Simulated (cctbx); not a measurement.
# Symmetry from intensities

Cell: a = 10.1450 Å, b = 10.1450 Å, c = 10.1450 Å, α = 90.00°, β = 90.00°, γ = 90.00°. Expected content of the cell: Pb26 Ir8 Y6.

Simulated single-crystal data (cctbx): synchrotron X-rays, λ = 0.4959 Å, to d = 0.84 Å, 70 % of the full sphere, strongest reflection 40000 counts, noise from counting, a 1.5 % proportional error and a noise floor of 15 counts (s.d.); no absorption, some extinction.

Tests on the unmerged data give:

```text
5046 reflections to d = 0.842 A
centring   violations  <I/sigma> of those
    A       1965 of  2506     22.0
    B       1954 of  2476     22.2
    C       1959 of  2478     22.2
    I       1612 of  2571     18.8
    R       2611 of  3413     23.2
    F       2939 of  3730     22.1
Laue class    unique    Rint  (classes that these axes allow; Friedel mates merged)
P -1             3308   0.014
P 1 2/m 1        1903   0.016
P 1 1 2/m        1901   0.016
P 2/m 1 1        1901   0.016
P m m m          1083   0.017
P 4/m             970   0.017
P 4/m m m         587   0.018
R -3 :R          1210   0.017
R -3 m :R         689   0.018
P m -3            366   0.019
P m -3 m          228   0.019
space group    extra absences  I>4sigma  <I/sigma>
P 4 3 2                 0          0         -  acentric
P 42 3 2               21          0       0.2  acentric
P -4 3 m                0          0         -  acentric
P -4 3 n              621          0      -0.0  acentric
P m -3 m                0          0         -  centric
P m -3 n              621          0      -0.0  centric
Wilson B = 0.22 A^2   <|E^2-1|> = 0.846 (0.968 centric, 0.736 acentric)   E^2>4: 1.0 %
shell (A)         n   <I/sigma>
10.15 - 1.68     41     89.6
 1.68 - 1.34     30    106.2
 1.34 - 1.17     29    118.6
 1.17 - 1.06     28    102.6
 1.06 - 0.99     26     97.0
 0.99 - 0.93     23    104.6
 0.93 - 0.88     28     84.5
 0.88 - 0.84     23    118.6
```

**Question.** What are the lattice type, the Laue class and the likely space group?

Every centring test has many violations, so the lattice is primitive.

Rint stays low (0.014 to 0.019) up to P m -3 m, the highest class in these axes.

6 settings pass the absence test. The most absences obeyed, 621, belong to P -4 3 n and P m -3 n, which absences can't tell apart.

⟨|E²−1|⟩ = 0.846 lies between the two ideal values. The Wilson B of 0.22 Å² means U ≈ 0.0028 Å².

The true group is Pm-3n (no. 223), Laue class m-3m, centrosymmetric. The tables only narrow the choice to the tied entries; cell content, site symmetry and trial solutions must settle it.

The model was made for the exercise: a known structure type with other elements put in, its volume estimated, not relaxed; displacement parameters are assumed.

[Logs are printed without paths, hosts, clocks, repeated set-up lines and the standing remarks that a program may print on its own settings, such as how far it seeks lower states.]
